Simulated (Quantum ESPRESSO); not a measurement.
# NbCrP: which magnetic order is lowest, part 2 of 3

A self-consistent run ends on one state, which hangs on the start. Several orders of NbCrP are started in Quantum ESPRESSO and their energies compared.

Quantum ESPRESSO 7.5; PBEsol; plane waves with GBRV 1.5 PBEsol potentials, no spin-orbit coupling.

So far, absolute magnetization (μB): step 2 (run 1, typed as ferro ++++) 5.90.

## Step 3: Run 2 (antiferro +−+−)

The input, pw.in:

```
&CONTROL
  calculation = 'scf'
  prefix = 'pwscf'
  outdir = './tmp'
  pseudo_dir = './pseudo'
  disk_io = 'nowf'
/
&SYSTEM
  ibrav = 0
  nat = 12
  ntyp = 4
  ecutwfc = 40
  ecutrho = 280
  nbnd = 81
  occupations = 'smearing'
  smearing = 'fd'
  degauss = 0.00734986
  nspin = 2
  starting_magnetization(1) = 0
  starting_magnetization(2) = 0.1786
  starting_magnetization(3) = -0.1786
  starting_magnetization(4) = 0
/
&ELECTRONS
  conv_thr = 2.4d-08
  electron_maxstep = 150
  mixing_beta = 0.3
/
ATOMIC_SPECIES
Nb     92.9064 nb_pbesol_v1.uspp.F.UPF
Cr1    51.9961 cr_pbesol_v1.5.uspp.F.UPF
Cr2    51.9961 cr_pbesol_v1.5.uspp.F.UPF
P      30.9738 p_pbesol_v1.5.uspp.F.UPF
CELL_PARAMETERS angstrom
   6.2884547106    0.0000000000    0.0000000000
   0.0000000000    3.5360822200    0.0000000000
   0.0000000000    0.0000000000    7.4213666007
ATOMIC_POSITIONS crystal
Nb      0.5300557600    0.2500000000    0.8267057800
Nb      0.0300557600    0.2500000000    0.6732942200
Nb      0.9699442400    0.7500000000    0.3267057700
Nb      0.4699442400    0.7500000000    0.1732942300
Cr1     0.3570215600    0.7500000000    0.5622066200
Cr2     0.1429784400    0.2500000000    0.0622066200
Cr1     0.8570215600    0.7500000000    0.9377933800
Cr2     0.6429784400    0.2500000000    0.4377933800
P       0.2699073200    0.2500000000    0.3705804100
P       0.7699073200    0.2500000000    0.1294195900
P       0.7300926800    0.7500000000    0.6294195900
P       0.2300926800    0.7500000000    0.8705804100
K_POINTS automatic
4 8 4 0 0 0
```

On the command line:

```sh
> OMP_NUM_THREADS=1 mpirun -n 4 pw.x -nk 4 -in pw.in > pw.out
```

Output:

```text
[banner, memory and clock lines left out]
Program PWSCF v.7.5 starts

     Message from routine setup:
     using ibrav=0 with symmetry is DISCOURAGED, use correct ibrav instead

     bravais-lattice index     =            0
     lattice parameter (alat)  =      11.8835  a.u.
     unit-cell volume          =    1113.6450 (a.u.)^3
     number of atoms/cell      =           12
     number of atomic types    =            4
     number of electrons       =       128.00
     number of Kohn-Sham states=           81
     kinetic-energy cutoff     =      40.0000  Ry
     charge density cutoff     =     280.0000  Ry
     scf convergence threshold =      2.4E-08
     mixing beta               =       0.3000
     number of iterations used =            8  plain     mixing
     Exchange-correlation= SLA  PW   PSX  PSC
                           (   1   4  10   8   0   0   0)

     celldm(1)=  11.883457  celldm(2)=   0.000000  celldm(3)=   0.000000
     celldm(4)=   0.000000  celldm(5)=   0.000000  celldm(6)=   0.000000

     crystal axes: (cart. coord. in units of alat)
               a(1) = (   1.000000   0.000000   0.000000 )
               a(2) = (   0.000000   0.562313   0.000000 )
               a(3) = (   0.000000   0.000000   1.180157 )

     reciprocal axes: (cart. coord. in units 2 pi/alat)
               b(1) = (  1.000000  0.000000  0.000000 )
               b(2) = (  0.000000  1.778368  0.000000 )
               b(3) = (  0.000000  0.000000  0.847345 )

     PseudoPot. # 1 for Nb read from file:
     nb_pbesol_v1.uspp.F.UPF
     Pseudo is Ultrasoft + core correction, Zval = 13.0

     PseudoPot. # 2 for Cr read from file:
     cr_pbesol_v1.5.uspp.F.UPF
     Pseudo is Ultrasoft + core correction, Zval = 14.0

     PseudoPot. # 3 for Cr read from file:
     cr_pbesol_v1.5.uspp.F.UPF
     Pseudo is Ultrasoft + core correction, Zval = 14.0

     PseudoPot. # 4 for P  read from file:
     p_pbesol_v1.5.uspp.F.UPF
     Pseudo is Ultrasoft + core correction, Zval =  5.0

     atomic species   valence    mass     pseudopotential
     Nb               13.00    92.90640     Nb( 1.00)
     Cr1              14.00    51.99610     Cr( 1.00)
     Cr2              14.00    51.99610     Cr( 1.00)
     P                 5.00    30.97380     P ( 1.00)

     Starting magnetic structure
     atomic species   magnetization
     Nb              0.000
     Cr1             0.179
     Cr2            -0.179
     P               0.000

      4 Sym. Ops. (no inversion) found ( 3 have fractional translation)

   Cartesian axes

     site n.     atom                  positions (alat units)
         1        Nb     tau(   1) = (   0.5300558   0.1405783   0.9756430  )
         2        Nb     tau(   2) = (   0.0300558   0.1405783   0.7945932  )
         3        Nb     tau(   3) = (   0.9699442   0.4217350   0.3855642  )
         4        Nb     tau(   4) = (   0.4699442   0.4217350   0.2045145  )
         5        Cr1    tau(   5) = (   0.3570216   0.4217350   0.6634923  )
         6        Cr2    tau(   6) = (   0.1429784   0.1405783   0.0734136  )
         7        Cr1    tau(   7) = (   0.8570216   0.4217350   1.1067438  )
         8        Cr2    tau(   8) = (   0.6429784   0.1405783   0.5166651  )
         9        P      tau(   9) = (   0.2699073   0.1405783   0.4373432  )
        10        P      tau(  10) = (   0.7699073   0.1405783   0.1527355  )
        11        P      tau(  11) = (   0.7300927   0.4217350   0.7428142  )
        12        P      tau(  12) = (   0.2300927   0.4217350   1.0274219  )

     number of k points=    45  Fermi-Dirac smearing, width (Ry)=  0.0073
                       cart. coord. in units 2pi/alat
        k(    1) = (   0.0000000   0.0000000   0.0000000), wk =   0.0078125
        k(    2) = (   0.0000000   0.0000000   0.2118361), wk =   0.0156250
        k(    3) = (   0.0000000   0.0000000  -0.4236723), wk =   0.0078125
        k(    4) = (   0.0000000   0.2222960   0.0000000), wk =   0.0156250
        k(    5) = (   0.0000000   0.2222960   0.2118361), wk =   0.0312500
        [... 40 further k-points ...]

     Dense  grid:    88151 G-vectors     FFT dimensions: (  64,  36,  80)

     Smooth grid:    38065 G-vectors     FFT dimensions: (  48,  30,  60)

     Check: negative core charge=   -0.000004
     Generating pointlists ...
     new r_m :   0.1709 (alat units)  2.0312 (a.u.) for type    1
     new r_m :   0.1531 (alat units)  1.8195 (a.u.) for type    2
     new r_m :   0.1531 (alat units)  1.8195 (a.u.) for type    3
     new r_m :   0.1531 (alat units)  1.8195 (a.u.) for type    4

     Initial potential from superposition of free atoms

     starting charge     123.9894, renormalised to     128.0000

     negative rho (up, down):  3.326E-03 3.326E-03
     Starting wfcs are  108 randomized atomic wfcs

     Self-consistent Calculation

     iteration #  1     ecut=    40.00 Ry     beta= 0.30
     Davidson diagonalization with overlap
     ethr =  1.00E-02,  avg # of iterations =  3.0

     negative rho (up, down):  2.801E-03 2.800E-03

     total energy              =   -1233.23849360 Ry
     estimated scf accuracy    <       9.97878147 Ry

     total magnetization       =     0.00 Bohr mag/cell
     absolute magnetization    =     6.96 Bohr mag/cell

     iteration #  2     ecut=    40.00 Ry     beta= 0.30
     Davidson diagonalization with overlap
     ethr =  7.80E-03,  avg # of iterations =  5.2

     negative rho (up, down):  3.371E-03 3.371E-03

     total energy              =   -1233.29237870 Ry
     estimated scf accuracy    <      29.32674597 Ry

     total magnetization       =     0.00 Bohr mag/cell
     absolute magnetization    =     2.04 Bohr mag/cell

     [... further iterations left out ...]

     iteration # 20     ecut=    40.00 Ry     beta= 0.30
     Davidson diagonalization with overlap
     ethr =  2.02E-10,  avg # of iterations =  4.4

     negative rho (up, down):  3.312E-03 3.312E-03

     total energy              =   -1235.88964389 Ry
     estimated scf accuracy    <       0.00000026 Ry

     total magnetization       =     0.00 Bohr mag/cell
     absolute magnetization    =     4.33 Bohr mag/cell

     iteration # 21     ecut=    40.00 Ry     beta= 0.30
     Davidson diagonalization with overlap
     ethr =  2.00E-10,  avg # of iterations =  2.4

     negative rho (up, down):  3.312E-03 3.312E-03

     Magnetic moment per site  (integrated on atomic sphere of radius R)
     atom   1 (R=0.171)  charge= 10.1762  magn= -0.0156
     atom   2 (R=0.171)  charge= 10.1762  magn= -0.0156
     atom   3 (R=0.171)  charge= 10.1762  magn=  0.0156
     atom   4 (R=0.171)  charge= 10.1762  magn=  0.0156
     atom   5 (R=0.153)  charge= 11.9063  magn=  0.8789
     atom   6 (R=0.153)  charge= 11.9063  magn= -0.8788
     atom   7 (R=0.153)  charge= 11.9063  magn=  0.8789
     atom   8 (R=0.153)  charge= 11.9063  magn= -0.8788
     atom   9 (R=0.153)  charge=  2.9121  magn=  0.0023
     atom  10 (R=0.153)  charge=  2.9121  magn=  0.0023
     atom  11 (R=0.153)  charge=  2.9121  magn= -0.0023
     atom  12 (R=0.153)  charge=  2.9121  magn= -0.0023

     End of self-consistent calculation

     [... lines left out ...]
     the Fermi energy is    17.6630 ev

!    total energy              =   -1235.88964393 Ry
     estimated scf accuracy    <       0.00000002 Ry
     smearing contrib. (-TS)   =      -0.03073951 Ry
     internal energy E=F+TS    =   -1235.85890442 Ry

     The total energy is F=E-TS. E is the sum of the following terms:
     one-electron contribution =    -366.99513693 Ry
     hartree contribution      =     254.73027591 Ry
     xc contribution           =    -186.71415750 Ry
     ewald contribution        =    -936.87988591 Ry

     total magnetization       =     0.00 Bohr mag/cell
     absolute magnetization    =     4.33 Bohr mag/cell

     convergence has been achieved in  21 iterations
```

Elapsed: 9.1 min, on 4 MPI ranks of Arm Neoverse V1, shared host; peak memory 1.3 GiB.

Spin moment in the atom's sphere by atom:

| atom | spin moment in the atom's sphere (μB) |
| --- | --- |
| Nb1 | -0.016 |
| Nb2 | -0.016 |
| Nb3 | 0.016 |
| Nb4 | 0.016 |
| Cr5 | 0.879 |
| Cr6 | -0.879 |
| Cr7 | 0.879 |
| Cr8 | -0.879 |
| P9 | 0.002 |
| P10 | 0.002 |
| P11 | -0.002 |
| P12 | -0.002 |

Numbers from this step:

- smearing term TS: 0.4182 eV
- magnetization: 0 μB
- absolute magnetization: 4.33 μB
- final state: antiferromagnetic

Spin density in the ac plane at fractional y = 0.250, with atoms of Nb and Cr and P within 0.2 Å of it.

Ten even steps from '_' (-1.0 e/Å³) to '@' (0.0 e/Å³), each cell a mean:
```
@@@@%%%%@@@@@@@@@@@@@@@@@@@@@@@@@@
@@@@@@@@@@@@@@@@@@@@@@@@@@@@@@@@@@
@@@@@@@@@@@@@@@@@@@@@@@@@@@@@@@@@@
@@@@@@@@@@@@@@@@@@@@@@@@@@@@@@@@@@
@@@@@@@@@@@@@@@@@@@@@@@@@@@@@@@@@@
@@@@@@@@@@@@@@@@@@@@@@@@@@@@@@@@@@
@@@@@@@@@@@@@@@@@@@@@@@@@@@@@@@@@@
@@@@@@@@@@@@@@@@@@@@@@@@@@@@@@@@@@
@@@@@@@@@@@@@@@@@@@@@@@@@@@@@@@@@@
@@@@@@@@@@@@@@@@@@%%##**%%@@@@@@@@
@@@@@@@@@@@@@@@@@@##....**@@@@@@@@
@@@@@@@@@@@@@@@@@@##::__++%%@@@@@@
@@@@@@@@@@@@@@@@@@@@##**%%@@@@@@@@
@@@@@@@@@@@@@@@@@@@@@@@@@@@@@@@@@@
@@@@@@@@@@@@@@@@@@@@@@@@@@@@@@@@@@
@@@@@@@@@@@@@@@@@@@@@@@@@@@@@@@@@@
@@@@%%%%@@@@@@@@@@@@@@@@@@@@@@@@@@
@@##--++%%@@@@@@@@@@@@@@@@@@@@@@@@
%%--__..##@@@@@@@@@@@@@@@@@@@@@@@@
%%**--++%%@@@@@@@@@@@@@@@@@@@@@@@@
```
Columns run along a (6.3 Å), rows up along c (7.4 Å). Atoms in or near the plane, at fractional coordinates: Nb at (0.53, 0.83), Nb at (0.03, 0.67), Cr at (0.14, 0.06), Cr at (0.64, 0.44), P at (0.27, 0.37), P at (0.77, 0.13).

Valence density in the ac plane at fractional y = 0.250, with atoms of Nb and Cr and P within 0.2 Å of it. It is the smooth field of the valence electrons, not physical close to the nuclei.

Ten steps, logarithmic in the rise over the least value, from '0' (0 e/Å³) to '9' (13 e/Å³), each cell a mean:
```
13542101232111100
01111114675310000
01000026777410000
22100036767510001
66410025776410025
77630002443100147
67630000111000157
77520000001100136
54211000012321113
11122211147752001
01233332269984100
01232232269984100
01324333247752000
01232232112321100
01233321001222210
11222210001333321
23542100002323232
37985100002324232
49996200002332332
37985100001223221
```
Columns run along a (6.3 Å), rows up along c (7.4 Å). Atoms in or near the plane, at fractional coordinates: Nb at (0.53, 0.83), Nb at (0.03, 0.67), Cr at (0.14, 0.06), Cr at (0.64, 0.44), P at (0.27, 0.37), P at (0.77, 0.13).

## Step 4: Run 3, typed as antiferro ++−−

Edit pw.in of step 3 so:

```diff
@@ -43,4 +43,4 @@
 Cr1     0.3570215600    0.7500000000    0.5622066200
-Cr2     0.1429784400    0.2500000000    0.0622066200
-Cr1     0.8570215600    0.7500000000    0.9377933800
+Cr1     0.1429784400    0.2500000000    0.0622066200
+Cr2     0.8570215600    0.7500000000    0.9377933800
 Cr2     0.6429784400    0.2500000000    0.4377933800
```

Output:

```text
     [... lines left out ...]
Program PWSCF v.7.5 starts
     [... lines left out ...]
     number of atoms/cell      =           12
     [... lines left out ...]
     number of electrons       =       128.00
     number of Kohn-Sham states=           81
     kinetic-energy cutoff     =      40.0000  Ry
     charge density cutoff     =     280.0000  Ry
     scf convergence threshold =      2.4E-08
     [... lines left out ...]
      4 Sym. Ops. (no inversion) found ( 3 have fractional translation)
     [... lines left out ...]
     number of k points=    45  Fermi-Dirac smearing, width (Ry)=  0.0073
     [... lines left out ...]
     iteration # 23     ecut=    40.00 Ry     beta= 0.30
     [... lines left out ...]
     Magnetic moment per site  (integrated on atomic sphere of radius R)
     atom   1 (R=0.171)  charge= 10.1768  magn=  0.0070
     atom   2 (R=0.171)  charge= 10.1768  magn= -0.0069
     atom   3 (R=0.171)  charge= 10.1768  magn=  0.0070
     atom   4 (R=0.171)  charge= 10.1768  magn= -0.0069
     atom   5 (R=0.153)  charge= 11.9081  magn=  1.0288
     atom   6 (R=0.153)  charge= 11.9081  magn=  1.0288
     atom   7 (R=0.153)  charge= 11.9081  magn= -1.0294
     atom   8 (R=0.153)  charge= 11.9081  magn= -1.0294
     atom   9 (R=0.153)  charge=  2.9121  magn= -0.0046
     atom  10 (R=0.153)  charge=  2.9121  magn=  0.0046
     atom  11 (R=0.153)  charge=  2.9121  magn=  0.0046
     atom  12 (R=0.153)  charge=  2.9121  magn= -0.0046
     [... lines left out ...]
     the Fermi energy is    17.6501 ev
!    total energy              =   -1235.89297937 Ry
     estimated scf accuracy    <       0.00000002 Ry
     smearing contrib. (-TS)   =      -0.02799176 Ry
     [... lines left out ...]
     total magnetization       =    -0.00 Bohr mag/cell
     absolute magnetization    =     5.07 Bohr mag/cell
     convergence has been achieved in  23 iterations
```

Elapsed: 9.6 min, on 4 MPI ranks; peak memory 1.3 GiB; 39 min of CPU time.

Spin moment in the atom's sphere by atom:

| atom | spin moment in the atom's sphere (μB) |
| --- | --- |
| Nb1 | 0.01 |
| Nb2 | -0.01 |
| Nb3 | 0.01 |
| Nb4 | -0.01 |
| Cr5 | 1.03 |
| Cr6 | 1.03 |
| Cr7 | -1.03 |
| Cr8 | -1.03 |
| P9 | 0.00 |
| P10 | 0.00 |
| P11 | 0.00 |
| P12 | 0.00 |

Read from the output:

| Item | Value |
| --- | --- |
| smearing term TS | 0.3808 eV |
| magnetization | 0 μB |
| absolute magnetization | 5.071 μB |
| final state | antiferromagnetic |

## Step 5: Ranking

An order is kept where moments of 0.15 μB or more survive with the typed signs; meshes match where a doubled cell samples the same k points as the first cell.

Orders:

| start | final state | typed order kept | energy over the lowest (meV a seeded atom) | largest site moment (μB) | net moment (μB a cell of the first run) | mesh matched | CPU time (s) |
| --- | --- | --- | --- | --- | --- | --- | --- |
| ferro ++++ | ferromagnetic | yes | 0 | 1.197 | 5.374 | yes | 1839 |
| antiferro +-+- | antiferromagnetic | yes | 35.31 | 0.8789 | 0 | yes | 2191 |
| antiferro ++-- | antiferromagnetic | yes | 23.97 | 1.029 | 0.001246 | yes | 2310 |

## Step 6: The lowest state again, with its states saved

The input, pw.in:

```
&CONTROL
  calculation = 'scf'
  prefix = 'pwscf'
  outdir = './tmp'
  pseudo_dir = './pseudo'
  disk_io = 'low'
/
&SYSTEM
  ibrav = 0
  celldm(1) = 8
  nat = 12
  ntyp = 3
  ecutwfc = 40
  ecutrho = 280
  nbnd = 90
  occupations = 'smearing'
  smearing = 'fd'
  degauss = 0.00734986
  nspin = 2
  starting_magnetization(1) = 0
  starting_magnetization(2) = 0.1786
  starting_magnetization(3) = 0
/
&ELECTRONS
  conv_thr = 2.4d-08
  electron_maxstep = 150
  mixing_beta = 0.3
/
ATOMIC_SPECIES
Nb     92.9064 nb_pbesol_v1.uspp.F.UPF
Cr     51.9961 cr_pbesol_v1.5.uspp.F.UPF
P      30.9738 p_pbesol_v1.5.uspp.F.UPF
CELL_PARAMETERS alat
   1.4854321437684    0.0000000000000    0.0000000000000
   0.0000000000000    0.8352783687448    0.0000000000000
   0.0000000000000    0.0000000000000    1.7530437932210
ATOMIC_POSITIONS crystal
Nb      0.5300557600    0.2500000000    0.8267057800
Nb      0.0300557600    0.2500000000    0.6732942200
Nb      0.9699442400    0.7500000000    0.3267057700
Nb      0.4699442400    0.7500000000    0.1732942300
Cr      0.3570215600    0.7500000000    0.5622066200
Cr      0.1429784400    0.2500000000    0.0622066200
Cr      0.8570215600    0.7500000000    0.9377933800
Cr      0.6429784400    0.2500000000    0.4377933800
P       0.2699073200    0.2500000000    0.3705804100
P       0.7699073200    0.2500000000    0.1294195900
P       0.7300926800    0.7500000000    0.6294195900
P       0.2300926800    0.7500000000    0.8705804100
K_POINTS automatic
4 8 4 0 0 0
```

Output:

```text
     [... lines left out ...]
Program PWSCF v.7.5 starts
     [... lines left out ...]
     number of atoms/cell      =           12
     [... lines left out ...]
     number of electrons       =       128.00
     number of Kohn-Sham states=           90
     kinetic-energy cutoff     =      40.0000  Ry
     charge density cutoff     =     280.0000  Ry
     scf convergence threshold =      2.4E-08
     [... lines left out ...]
      8 Sym. Ops., with inversion, found ( 6 have fractional translation)
     [... lines left out ...]
     number of k points=    45  Fermi-Dirac smearing, width (Ry)=  0.0073
     [... lines left out ...]
     iteration # 16     ecut=    40.00 Ry     beta= 0.30
     [... lines left out ...]
     Magnetic moment per site  (integrated on atomic sphere of radius R)
     atom   1 (R=0.254)  charge= 10.1755  magn= -0.0148
     atom   2 (R=0.254)  charge= 10.1755  magn= -0.0148
     atom   3 (R=0.254)  charge= 10.1755  magn= -0.0148
     atom   4 (R=0.254)  charge= 10.1755  magn= -0.0148
     atom   5 (R=0.227)  charge= 11.9121  magn=  1.1973
     atom   6 (R=0.227)  charge= 11.9121  magn=  1.1973
     atom   7 (R=0.227)  charge= 11.9121  magn=  1.1973
     atom   8 (R=0.227)  charge= 11.9121  magn=  1.1973
     atom   9 (R=0.227)  charge=  2.9123  magn= -0.0075
     atom  10 (R=0.227)  charge=  2.9123  magn= -0.0075
     atom  11 (R=0.227)  charge=  2.9123  magn= -0.0075
     atom  12 (R=0.227)  charge=  2.9123  magn= -0.0075
     [... lines left out ...]
     the Fermi energy is    17.6412 ev
!    total energy              =   -1235.90002615 Ry
     estimated scf accuracy    <       0.00000001 Ry
     smearing contrib. (-TS)   =      -0.02372826 Ry
     [... lines left out ...]
     total magnetization       =     5.37 Bohr mag/cell
     absolute magnetization    =     5.90 Bohr mag/cell
     convergence has been achieved in  16 iterations
```

The job ended after 7 min (4 MPI ranks; peak memory 1.4 GiB; 28 min of CPU time).

Read from the output:

```yaml
smearing_term_ts: 0.3228 eV
magnetization: 5.374 μB
absolute_magnetization: 5.897 μB
final_state: ferromagnetic
largest_moment: 1.197 μB
```

[end of part 2 of 3]

[Logs and program files are shortened in this print: banners, set-up blocks, solver, clock and traceback lines can be left out without a mark of their own.]

[Logs are printed without paths, hosts, clocks, repeated set-up lines and the standing remarks that a program may print on its own settings, such as how far it seeks lower states.]

[Hosts, paths, dates, database ids (printed as entryN), source tags and the programs' standing remarks are cut or masked in the printed files.]

[Where a cell is said to come from a database of computed structures, the database is the Materials Project.]
